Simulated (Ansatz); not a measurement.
In doubt: one-shot GW on d or f shells is unsure, so the values of those runs are not to be relied on.

Rows from a G0W0 calculation on Cs2AgBiF6 (Fm-3m) (Ansatz 0.2.0; G0W0 on PBE+U, plane waves, PAW; PAW set soft_1; 2×2×2 mesh, 851 empty bands, screening to 150 eV, PAW set soft_1 files), in eV. Spin-orbit coupling is left out.

```
row                        k  band   start       Σx  Σc at the solution      Vxc
  A  (0.000, -0.500, -0.500)    c2  10.196   -9.371              -3.866  -14.320
  B  (0.000, -0.500, -0.500)    v1   5.166  -31.251               3.742  -26.685
  C  (0.000, -0.500, -0.500)    c1   9.888  -10.899              -3.073  -15.038
  D   (0.000, 0.000, -0.500)    c2  10.363  -11.993              -3.165  -16.353
  E   (0.000, 0.000, -0.500)    v1   4.296  -28.338               3.652  -23.480
  F   (0.000, 0.000, -0.500)    c1   8.754   -8.983              -3.616  -13.538
```

Q: Work out each quasiparticle level and how far it moved.

The quasiparticle equation reads E = start + Σx + Σc(E) − Vxc.

| row | E (eV) | shift (eV) |
| --- | --- | --- |
| A | 11.278 | +1.082 |
| B | 4.342 | −0.825 |
| C | 10.954 | +1.066 |
| D | 11.559 | +1.195 |
| E | 3.090 | −1.206 |
| F | 9.693 | +0.939 |

The gap over the computed points goes from 3.59 eV to 5.35 eV.

Limits: not at the basis limit; d shell near the gap, gap tends to lie low; no spin-orbit coupling; coarse k mesh.

[Paths, hosts, dates, memory and timing lines, banners, echoed tables and standing remarks are left out of the program output.]

[Logs are printed without paths, hosts, clocks, repeated set-up lines and the standing remarks that a program may print on its own settings, such as how far it seeks lower states.]

[Runs of the session that timed out or met a known fault of the program may be left out.]

[Cells called generated may have been cut or substituted from an entry of the Crystallography Open Database or the Materials Project.]

[Hosts, paths, dates, database ids (printed as entryN), source tags and the programs' standing remarks are cut or masked in the printed files.]
